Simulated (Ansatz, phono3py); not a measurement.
# GaN (P6_3mc): solver, mesh and scattering choices in phono3py, part 5 of 5

Aim: with force constants in hand, see how mesh, solver, isotopes and boundaries change the conductivity of GaN.

What experiment has found for this phase:
- thermal conductivity 210 W/m/K near room temperature (given in “Combining the AFLOW GIBBS and Elastic Libraries to efficiently and robustly screen thermo-mechanical properties of solids”, 2017, arXiv:1611.05714)

Ansatz 0.2.0 and phono3py 4.10.0; DFT LDA, scalar-relativistic, plane waves, PAW; PAW set soft_1 (the session's first sound run).

So far, κ at 300 K (W/m/K): step 3 (relaxation-time solution) 258; step 16 (solver RTA with coherences (SMM19)) 258; step 17 (delta function Gaussian, sigma 0.05 THz) 255; step 18 (delta function Gaussian, sigma 0.2 THz) 250; step 20 (without dipole term) 261.

The database entry behind the starting cell differs from later determinations by our own check (about 0.3 % short, ideal inner coordinate), so it need not match the best structure at ambient conditions.

## 21. A changed mass, third order supercell 3×3×2, supercell 3×3×2

Level of this step: DFT LDA, scalar-relativistic, plane waves, PAW; PAW set soft_1; phono3py on Ansatz's force constants (phono3py).

Changing one mass at fixed force constants separates the effect of mass from that of bonding.

Input file phono3py.yaml:

```yaml
phono3py:
  version: "4.10.0"
  frequency_unit_conversion_factor: 15.633302
  symmetry_tolerance: 1.00000e-05

physical_unit:
  atomic_mass: "AMU"
  length: "angstrom"

space_group:
  type: "P6_3mc"
  number: 186
  Hall_symbol: "P 6c -2c"

primitive_matrix:
- [  1.000000000000000,  0.000000000000000,  0.000000000000000 ]
- [  0.000000000000000,  1.000000000000000,  0.000000000000000 ]
- [  0.000000000000000,  0.000000000000000,  1.000000000000000 ]

supercell_matrix:
- [   3,   0,   0 ]
- [   0,   3,   0 ]
- [   0,   0,   2 ]

# [primitive_cell block left out]
unit_cell:
  lattice:
  - [     3.151649749982174,     0.000000000000000,     0.000000000000000 ] # a
  - [    -1.575824874991087,     2.729408747315437,     0.000000000000000 ] # b
  - [     0.000000000000000,     0.000000000000000,     5.138302933400000 ] # c
  points:
  - symbol: Ga # 1
    coordinates: [  0.333333333333333,  0.666666666666667, -0.000699069200000 ]
    mass: 69.723000
    reduced_to: 1
  - symbol: Ga # 2
    coordinates: [  0.666666666666667,  0.333333333333333,  0.499300930800000 ]
    mass: 69.723000
    reduced_to: 2
  - symbol: N # 3
    coordinates: [  0.333333333333333,  0.666666666666667,  0.375699069200000 ]
    mass: 14.007000
    reduced_to: 3
  - symbol: N # 4
    coordinates: [  0.666666666666667,  0.333333333333333,  0.875699069200000 ]
    mass: 14.007000
    reduced_to: 4

# [supercell block left out]
phonon_supercell_matrix:
- [   3,   0,   0 ]
- [   0,   3,   0 ]
- [   0,   0,   2 ]

# [phonon_primitive_cell block left out]
# [phonon_supercell block left out]
nac:
  born_effective_charge:
  - # 1 (Ga)
    - [  2.585481926279398,  0.000000000000000,  0.000000000000000 ]
    - [  0.000000000000000,  2.585481926279397,  0.000000000000000 ]
    - [  0.000000000000000,  0.000000000000000,  2.721583291749863 ]
  - # 2 (Ga)
    - [  2.585481926279398,  0.000000000000000,  0.000000000000000 ]
    - [  0.000000000000000,  2.585481926279397,  0.000000000000000 ]
    - [  0.000000000000000,  0.000000000000000,  2.721583291749863 ]
  - # 3 (N)
    - [ -2.585481926279397,  0.000000000000000,  0.000000000000000 ]
    - [  0.000000000000000, -2.585481926279398,  0.000000000000000 ]
    - [  0.000000000000000,  0.000000000000000, -2.721583291749863 ]
  - # 4 (N)
    - [ -2.585481926279398,  0.000000000000000,  0.000000000000000 ]
    - [  0.000000000000000, -2.585481926279397,  0.000000000000000 ]
    - [  0.000000000000000,  0.000000000000000, -2.721583291749863 ]
  dielectric_constant:
    - [  5.618895422893223,  0.000000000000000,  0.000000000000000 ]
    - [  0.000000000000000,  5.618895422893223,  0.000000000000000 ]
    - [  0.000000000000000,  0.000000000000000,  5.791620692379660 ]
  unit_conversion_factor: 14.399645
```

The run is started by

```sh
phono3py phono3py.yaml --mesh 19 19 9 --br --mass 69.723 69.723 11.206 11.206 --ts 100 300 600
```

Output:

```text
[banner, memory and clock lines left out]
Rust backend (phonors) using rayon (8 threads).
Running in phono3py.load mode.
Spglib version 2.8.0
----------------------------- General settings -----------------------------
Run mode: conductivity-RTA
HDF5 data compression filter: gzip
Crystal structure was read from "phono3py.yaml".
Supercell (dim): [3 3 2]
Phonon supercell (dim-fc2): [3 3 2]
Primitive matrix:
  [1. 0. 0.]
  [0. 1. 0.]
  [0. 0. 1.]
Spacegroup: P6_3mc (186)
Use -v option to watch primitive cell, unit cell, and supercell structures.
NAC parameters were read from "phono3py.yaml".
fc3 was read from "fc3.hdf5".
fc2 was read from "fc2.hdf5".
----------------------------- Force constants ------------------------------
Max drift of fc3: -0.00000400 (xzx) -0.00000400 (xzx) -0.00000400 (xxz)
Max drift of fc2: 0.00000800 (zz) 0.00000800 (zz)
--------------------------- Calculation settings ---------------------------
Non-analytical term correction (NAC): True
NAC unit conversion factor:  14.39964
BZ integration: Tetrahedron-method
Temperature:  100.0  300.0  600.0
Cutoff frequency: 0.01
Mesh sampling: [ 19 19 9 ]
Generating grid system ... [ 19 19 9 ]
fc3-r2q-transformation over three atoms: True
--------------------------- Phonon calculations ----------------------------
  PRB 50, 13035(R) (1994), PRB 55, 10355 (1997)
  G-cutoff distance: 1.17, Number of G-points: 313, Lambda: 0.29
Running harmonic phonon calculations...
-------------------- Lattice thermal conductivity (RTA) --------------------
Running heat capacity calculations...
Running velocity calculations...
======================= Grid point 0 (1/200) =======================
q-point: ( 0.00  0.00  0.00)
Boundary mean free path (millimeter): 1000.000
Number of triplets: 200
Frequency     group velocity (x, y, z)     |gv|
  -0.003   (   0.000    0.000    0.000)    0.000
   0.003   (   0.000   -0.000    0.000)    0.000
   0.005   (   0.000   -0.000   -0.000)    0.000
   4.243   (   0.000   -0.000   -0.000)    0.000
   4.243   (   0.000   -0.000    0.000)    0.000
  10.073   (  -0.000   -0.000   -0.000)    0.000
  17.740   (   0.000    0.000   -0.000)    0.000
  18.465   (   0.000    0.000   -0.000)    0.000
  18.465   (   0.000   -0.000    0.000)    0.000
  18.859   (  -0.000   -0.000    0.000)    0.000
  18.859   (   0.000   -0.000   -0.000)    0.000
  23.391   (   0.000   -0.000    0.000)    0.000
======================= Grid point 1 (2/200) =======================
q-point: ( 0.05  0.00  0.00)
Boundary mean free path (millimeter): 1000.000
Number of triplets: 500
Frequency     group velocity (x, y, z)     |gv|
   0.675   (  39.341   22.713    0.000)   45.427
   0.734   (  32.672   18.863    0.000)   37.726
   1.480   (  62.016   35.805    0.000)   71.610
   4.278   (   3.205    1.850    0.000)    3.700
[...]
[197 grid points left out]
======================= Grid point 1639 (200/200) =======================
q-point: ( 0.32  0.32  0.44)
Boundary mean free path (millimeter): 1000.000
Number of triplets: 860
Frequency     group velocity (x, y, z)     |gv|
[...]
9.615   (  -0.176   -0.305    5.452)    5.463
   9.640   (  -1.319   -2.284    3.205)    4.151
  19.438   (   0.171    0.296   -2.894)    2.914
  19.485   (  -1.929   -3.341   -7.173)    8.145
  22.068   (   9.955   17.242    5.795)   20.735
  22.137   (   8.433   14.606   -0.662)   16.879
  22.496   (  -8.456  -14.646    6.586)   18.149
  22.657   (  -6.116  -10.593   -7.990)   14.611
=================== End of collection of collisions ===================
----------- Thermal conductivity (W/m-k) with tetrahedron method -----------
#  T(K)        xx         yy         zz         yz         xz         xy
  100.0    1663.022   1663.022   1673.457     -0.000      0.000      0.000
  300.0     445.666    445.666    441.461     -0.000      0.000      0.000
  600.0     212.295    212.295    209.326     -0.000      0.000      0.000

Thermal conductivity related properties were written into
"kappa-m19199.hdf5".
Summary of calculation was written in "phono3py.yaml".
```

Wall time 57 s (8 threads of Intel Xeon at 2.70GHz, shared host); peak memory 0.1 GiB.

This step gave:

```yaml
kappa_at_300_k: 444.3 W/m/K
kappa_xx_yy_zz_at_300_k: 445.7, 445.7, 441.5 W/m/K
```

W/m/K. Kappa, by row:

```tsv
T (K)	xx	yy	zz	yz	xz	xy
100	1663	1663	1673	0	0	0
300	445.7	445.7	441.5	0	0	0
600	212.3	212.3	209.3	0	0	0
```

Without isotope scattering in either run, κ at 300 K goes from 395 to 444 W/(m K).

## 22. Mass disorder, third order supercell 3×3×2, supercell 3×3×2

A typed mass variance takes the place of the natural one on the sites of one element, as a model of more or less disorder.

phono3py.yaml is that of step 21.

The run is started by

```sh
phono3py phono3py.yaml --mesh 19 19 9 --br --isotope --mv 0.03 0.03 1.838e-05 1.838e-05 --ts 100 150 200 300 400 500 600 800
```

Output:

```text
[banner, memory and clock lines left out]
Rust backend (phonors) using rayon (8 threads).
Running in phono3py.load mode.
Spglib version 2.8.0
----------------------------- General settings -----------------------------
Run mode: conductivity-RTA
HDF5 data compression filter: gzip
Crystal structure was read from "phono3py.yaml".
Supercell (dim): [3 3 2]
Phonon supercell (dim-fc2): [3 3 2]
Primitive matrix:
  [1. 0. 0.]
  [0. 1. 0.]
  [0. 0. 1.]
Spacegroup: P6_3mc (186)
Use -v option to watch primitive cell, unit cell, and supercell structures.
NAC parameters were read from "phono3py.yaml".
fc3 was read from "fc3.hdf5".
fc2 was read from "fc2.hdf5".
----------------------------- Force constants ------------------------------
Max drift of fc3: -0.00000400 (xzx) -0.00000400 (xzx) -0.00000400 (xxz)
Max drift of fc2: 0.00000800 (zz) 0.00000800 (zz)
--------------------------- Calculation settings ---------------------------
Non-analytical term correction (NAC): True
NAC unit conversion factor:  14.39964
BZ integration: Tetrahedron-method
Temperature:  100.0  150.0  200.0  300.0  400.0 ... 800.0
Cutoff frequency: 0.01
Mesh sampling: [ 19 19 9 ]
Generating grid system ... [ 19 19 9 ]
fc3-r2q-transformation over three atoms: True
--------------------------- Phonon calculations ----------------------------
  PRB 50, 13035(R) (1994), PRB 55, 10355 (1997)
  G-cutoff distance: 1.17, Number of G-points: 313, Lambda: 0.29
Running harmonic phonon calculations...
-------------------- Lattice thermal conductivity (RTA) --------------------
Running heat capacity calculations...
Running velocity calculations...
Running isotope scattering calculations with tetrahedron method...
======================= Grid point 0 (1/200) =======================
q-point: ( 0.00  0.00  0.00)
Boundary mean free path (millimeter): 1000.000
Mass variance parameters: 3.00e-02 3.00e-02 1.84e-05 1.84e-05
Number of triplets: 200
Frequency     group velocity (x, y, z)     |gv|
  -0.003   (   0.000    0.000    0.000)    0.000
   0.003   (  -0.000    0.000    0.000)    0.000
   0.005   (   0.000    0.000   -0.000)    0.000
   4.193   (   0.000   -0.000    0.000)    0.000
   4.193   (  -0.000    0.000    0.000)    0.000
  10.071   (   0.000    0.000    0.000)    0.000
  16.140   (   0.000    0.000    0.000)    0.000
  16.799   (   0.000   -0.000   -0.000)    0.000
  16.799   (  -0.000    0.000    0.000)    0.000
  17.072   (   0.000    0.000    0.000)    0.000
  17.072   (   0.000   -0.000    0.000)    0.000
  20.927   (   0.000   -0.000   -0.000)    0.000
======================= Grid point 1 (2/200) =======================
q-point: ( 0.05  0.00  0.00)
Boundary mean free path (millimeter): 1000.000
Mass variance parameters: 3.00e-02 3.00e-02 1.84e-05 1.84e-05
Number of triplets: 500
Frequency     group velocity (x, y, z)     |gv|
   0.664   (  38.702   22.345    0.000)   44.690
   0.722   (  32.131   18.551    0.000)   37.101
   1.455   (  60.990   35.212    0.000)   70.425
   4.228   (   3.210    1.853    0.000)    3.706
[...]
[197 grid points left out]
======================= Grid point 1639 (200/200) =======================
q-point: ( 0.32  0.32  0.44)
Boundary mean free path (millimeter): 1000.000
Mass variance parameters: 3.00e-02 3.00e-02 1.84e-05 1.84e-05
Number of triplets: 860
Frequency     group velocity (x, y, z)     |gv|
[...]
9.612   (  -0.092   -0.160    5.564)    5.567
   9.638   (  -1.304   -2.259    3.189)    4.120
  17.546   (   0.057    0.099   -2.351)    2.354
  17.585   (  -1.669   -2.891   -5.877)    6.759
  19.788   (   7.918   13.714    3.775)   16.280
  19.829   (   6.364   11.023   -0.128)   12.729
  20.170   (  -6.720  -11.640    6.666)   15.003
  20.326   (  -4.538   -7.859   -7.456)   11.745
=================== End of collection of collisions ===================
----------- Thermal conductivity (W/m-k) with tetrahedron method -----------
#  T(K)        xx         yy         zz         yz         xz         xy
  100.0      70.047     70.047     56.794     -0.000     -0.000     -0.000
  150.0      55.149     55.149     50.912     -0.000     -0.000     -0.000
  200.0      47.395     47.395     44.963     -0.000     -0.000     -0.000
  300.0      39.004     39.004     36.554     -0.000     -0.000     -0.000
  400.0      34.063     34.063     31.469     -0.000     -0.000     -0.000
  500.0      30.559     30.559     28.013     -0.000     -0.000     -0.000
  600.0      27.867     27.867     25.448     -0.000     -0.000     -0.000
  800.0      23.925     23.925     21.796     -0.000     -0.000     -0.000

Thermal conductivity related properties were written into
"kappa-m19199.hdf5".
Summary of calculation was written in "phono3py.yaml".
```

The job ended after 67 s (8 threads; peak memory 0.1 GiB).

Numbers from this step:

| Property | Result |
| --- | --- |
| κ at 300 K | 38.19 W/m/K |
| κ xx, yy, zz at 300 K | 39, 39, 36.55 W/m/K |

W/m/K. Kappa, by row:

```tsv
T (K)	xx	yy	zz	yz	xz	xy
100	70.05	70.05	56.79	0	0	0
150	55.15	55.15	50.91	0	0	0
200	47.4	47.4	44.96	0	0	0
300	39	39	36.55	0	0	0
400	34.06	34.06	31.47	0	0	0
500	30.56	30.56	28.01	0	0	0
600	27.87	27.87	25.45	0	0	0
800	23.92	23.92	21.8	0	0	0
```

κ at 300 K goes from 258 in the base run to 38.2 W/(m K).

## 23. A faulty attempt, third order supercell 3×3×2, supercell 3×3×2

This input was changed on purpose, to see how the program answers.

phono3py.yaml is that of step 22.

The run is started by

```sh
phono3py phono3py.yaml --mesh 11 11 7 --br --boundary-mfp 0.0001 --ts 300
```

Output:

```text
[banner, memory and clock lines left out]
Rust backend (phonors) using rayon (8 threads).
Running in phono3py.load mode.
Spglib version 2.8.0
----------------------------- General settings -----------------------------
Run mode: conductivity-RTA
HDF5 data compression filter: gzip
Crystal structure was read from "phono3py.yaml".
Supercell (dim): [3 3 2]
Phonon supercell (dim-fc2): [3 3 2]
Primitive matrix:
  [1. 0. 0.]
  [0. 1. 0.]
  [0. 0. 1.]
Spacegroup: P6_3mc (186)
Use -v option to watch primitive cell, unit cell, and supercell structures.
NAC parameters were read from "phono3py.yaml".
fc3 was read from "fc3.hdf5".
fc2 was read from "fc2.hdf5".
----------------------------- Force constants ------------------------------
Max drift of fc3: -0.00000400 (xzx) -0.00000400 (xzx) -0.00000400 (xxz)
Max drift of fc2: 0.00000800 (zz) 0.00000800 (zz)
--------------------------- Calculation settings ---------------------------
Non-analytical term correction (NAC): True
NAC unit conversion factor:  14.39964
BZ integration: Tetrahedron-method
Temperature:  300.0
Cutoff frequency: 0.01
Mesh sampling: [ 11 11 7 ]
Generating grid system ... [ 11 11 7 ]
fc3-r2q-transformation over three atoms: True
--------------------------- Phonon calculations ----------------------------
  PRB 50, 13035(R) (1994), PRB 55, 10355 (1997)
  G-cutoff distance: 1.17, Number of G-points: 313, Lambda: 0.29
Running harmonic phonon calculations...
-------------------- Lattice thermal conductivity (RTA) --------------------
Running heat capacity calculations...
Running velocity calculations...
======================= Grid point 0 (1/64) =======================
q-point: ( 0.00  0.00  0.00)
Boundary mean free path (micrometer): 0.00010
Number of triplets: 64
Frequency     group velocity (x, y, z)     |gv|
  -0.003   (   0.000    0.000    0.000)    0.000
   0.003   (  -0.000    0.000    0.000)    0.000
   0.005   (   0.000    0.000   -0.000)    0.000
   4.193   (   0.000   -0.000    0.000)    0.000
   4.193   (  -0.000    0.000    0.000)    0.000
  10.071   (   0.000    0.000    0.000)    0.000
  16.140   (   0.000    0.000    0.000)    0.000
  16.799   (   0.000   -0.000   -0.000)    0.000
  16.799   (  -0.000    0.000    0.000)    0.000
  17.072   (   0.000    0.000    0.000)    0.000
  17.072   (   0.000   -0.000    0.000)    0.000
  20.927   (   0.000   -0.000   -0.000)    0.000
======================= Grid point 1 (2/64) =======================
q-point: ( 0.09  0.00  0.00)
Boundary mean free path (micrometer): 0.00010
Number of triplets: 144
Frequency     group velocity (x, y, z)     |gv|
   1.236   (  31.254   18.044    0.000)   36.089
   1.258   (  35.365   20.418    0.000)   40.836
   2.447   (  61.201   35.334    0.000)   70.668
   4.300   (   5.743    3.316    0.000)    6.631
[...]
[61 grid points left out]
======================= Grid point 437 (64/64) =======================
q-point: ( 0.36  0.27  0.43)
Boundary mean free path (micrometer): 0.00010
Number of triplets: 234
Frequency     group velocity (x, y, z)     |gv|
[...]
9.622   (   1.927   -3.338    7.124)    8.100
   9.668   (   2.858   -4.950    3.870)    6.903
  17.558   (   0.430   -0.745   -2.169)    2.334
  17.640   (   2.439   -4.224   -7.957)    9.333
  19.604   (  -9.840   17.044    6.265)   20.654
  19.731   (  -7.692   13.323   -2.669)   15.614
  20.266   (   7.027  -12.172    6.191)   15.358
  20.441   (   5.681   -9.839   -6.152)   12.920
=================== End of collection of collisions ===================
----------- Thermal conductivity (W/m-k) with tetrahedron method -----------
#  T(K)        xx         yy         zz         yz         xz         xy
  300.0       0.163      0.163      0.178      0.000      0.000      0.000

Thermal conductivity related properties were written into
"kappa-m11117.hdf5".
Summary of calculation was written in "phono3py.yaml".
```

Run time: 5.3 s. Hardware: 8 threads; peak memory 0.08 GiB.

The run finished. A setting was moved off its sound value on purpose, so it serves as a test and not as the result.

The fault put into the input: a boundary length far too short, shorter than a bond, with which κ at 300 K comes out at 0.168 W/(m K).

## 24. Outcome

- κ at 300 K, RTA, natural isotopes, mesh 19×19×9: 258 W/m/K
- κ at 300 K, RTA, pure, mesh 19×19×9: 395 W/m/K
- κ at 300 K, with coherences, mesh 19×19×9: 258 W/m/K
- κ at 300 K, no dipole term, mesh 19×19×9: 261 W/m/K

What this shows: On these constants κ of GaN at 300 K is 258 W/(m K) in the base run, by relaxation time; smearing and coherences move that between 250 and 258. The full solution gives 274 W/(m K) (Ansatz's run on the same constants, with coherences). On the same constants and mesh Ansatz's figure, which includes its coherence part, and phono3py's, which doesn't, differ by up to 0.16 %; with phono3py's own coherence part added, which is defined differently, the largest difference is 0.10 %. The last step of the mesh series (21x21x11 to 27x27x15) moves κ at 300 K by +1.5 %, while the coarsest mesh gives 73 % of the densest value. Normal processes make 57 % of the three-phonon scattering at 300 K, weighting modes by their heat capacity. A boundary length of 0.01 µm leaves 5 % of κ at 300 K. A boundary length of 0.03 µm leaves 12 % of κ at 300 K. Scaling the mass of N by 0.8 at fixed force constants, a model exercise, multiplies the isotope-free κ by 1.13. A mass variance of 0.03 on the Ga sites, typed in place of the natural one, gives 15 % of the base value. A measured thermal conductivity near room temperature is 210 W/m/K (arXiv:1611.05714); the calculated 274 W/m/K differs by +30 %. Four-phonon, defect and boundary scattering, which are left out, would lower the calculated value; thermal expansion is left out too. The PAW files were made for PBE and are used here under another functional, for which the program regenerates the frozen cores.

[Logs are printed without paths, hosts, clocks, repeated set-up lines and the standing remarks that a program may print on its own settings, such as how far it seeks lower states.]

[Hosts, paths, dates, database ids (printed as entryN), source tags and the programs' standing remarks are cut or masked in the printed files.]

[A step with changed settings may run another functional than the one named; its input shows which.]
